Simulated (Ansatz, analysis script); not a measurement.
# Calculated records

```
Free-standing triangular Ni monolayer, spacing 2.976 Å: spin spirals and exchang
1.0
     2.97600    0.00000    0.00000
    -1.48800    2.57729    0.00000
     0.00000    0.00000   14.00000
Ni
1
Direct
  0.00000 0.00000 0.50000
# method: LDA, PAW set soft_1 (files made for PBE); spin spirals by the generalised Bloch theorem, no spin–orbit coupling (and 2 further levels or steps)
# program: Ansatz 0.2.0 and analysis script 1
# settings of one run: cutoff 420 eV, 24×24×1 k-mesh, Fermi-Dirac occupations, smearing width 0.1 eV, cone angle 90 °, wavevectors 12, starting moments 0.99 μB
# notes: The fit misses by 0.48 % of the energy range, so the shells describe the path well, though few points can’t fix distant couplings. In a sheet or chain isotropic couplings alone give no order above 0 K (Mermin and Wagner), so the mean-field number is only an energy scale. The cell was taken as built, with atoms unrelaxed. In doubt: the program’s search for lower states was switched off, so a lower magnetic state than those reached may exist.
# lowest point of the path: q = 0
# highest point: 53.8 meV a magnetic atom
# J of the nearest shell: 6.03 meV
# mean-field temperature: 308 K
```

[Logs and program files are shortened in this print: banners, set-up blocks, solver, clock and traceback lines can be left out without a mark of their own.]

[Logs are printed without paths, hosts, clocks, repeated set-up lines and the standing remarks that a program may print on its own settings, such as how far it seeks lower states.]

[Hosts, paths, dates, database ids (printed as entryN), source tags and the programs' standing remarks are cut or masked in the printed files.]
